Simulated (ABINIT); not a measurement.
An input for ABINIT 10.8.3 (TiO2 (Rutile)):

```
acell 3*1.0 Angstrom
rprim 
  4.592200000000 0.000000000000 0.000000000000
  0.000000000000 4.592200000000 0.000000000000
  0.000000000000 0.000000000000 2.957400000000
ntypat 2
znucl 22 8
natom 6
typat 1 1 2 2 2 2
xred 
  0.000000000000 0.000000000000 0.000000000000
  0.500000000000 0.500000000000 0.500000000000
  0.304960000000 0.304960000000 0.000000000000
  0.195040000000 0.804960000000 0.500000000000
  0.695040000000 0.695040000000 0.000000000000
  0.804960000000 0.195040000000 0.500000000000
pp_dirpath "pseudos"
pseudos "Ti.upf, O.upf"
ecut 38
ngkpt 4 4 4
nshiftk 1
shiftk 0 0 0
kptopt 1
chksymbreak 0
istwfk *1
occopt 1
irdwfk 1
optdriver 4
nband 92
gwcalctyp 10
ecutsigx 38
symsigma 1
nkptgw 18
kptgw 
  0.0000000000 0.0000000000 0.0000000000
  0.2500000000 0.0000000000 0.0000000000
  0.5000000000 0.0000000000 0.0000000000
  0.2500000000 0.2500000000 0.0000000000
  0.5000000000 0.2500000000 0.0000000000
  0.5000000000 0.5000000000 0.0000000000
  0.0000000000 0.0000000000 0.2500000000
  0.2500000000 0.0000000000 0.2500000000
  0.5000000000 0.0000000000 0.2500000000
  0.2500000000 0.2500000000 0.2500000000
  0.5000000000 0.2500000000 0.2500000000
  0.5000000000 0.5000000000 0.2500000000
  0.0000000000 0.0000000000 0.5000000000
  0.2500000000 0.0000000000 0.5000000000
  0.5000000000 0.0000000000 0.5000000000
  0.2500000000 0.2500000000 0.5000000000
  0.5000000000 0.2500000000 0.5000000000
  0.5000000000 0.5000000000 0.5000000000
bdgw 
  13 30
  13 30
  13 30
  13 30
  13 30
  13 30
  13 30
  13 30
  13 30
  13 30
  13 30
  13 30
  13 30
  13 30
  13 30
  13 30
  13 30
  13 30
ecuteps 3.8
irdscr 1
ppmodel 1
indata_prefix "in"
outdata_prefix "out"
tmpdata_prefix "tmp"
```

```sh
OMP_NUM_THREADS=1 mpirun -n 4 abinit run.abi > log
```

Q: How long will it take on 4 MPI ranks of Arm Neoverse V2, shared host, and how much memory?

It took 5 min; on shared hardware allow 2.5 min to 10 min. Peak host memory was 2.6 GiB.

[Paths, hosts, dates, memory and timing lines, banners, echoed tables and standing remarks are left out of the program output.]

[Logs are printed without paths, hosts, clocks, repeated set-up lines and the standing remarks that a program may print on its own settings, such as how far it seeks lower states.]

[Runs of the session that timed out or met a known fault of the program may be left out.]

[Hosts, paths, dates, database ids (printed as entryN), source tags and the programs' standing remarks are cut or masked in the printed files.]

[G0W0 gaps are taken among the corrected bands and points alone; a level outside them can change the order at an edge.]

[Where Ansatz stands beside ABINIT at settings called matched, ABINIT's density can come from a denser mesh and the files from another edition; pairs whose starting gaps differed by over 0.03 eV were left out, so agreement reads better than it is.]
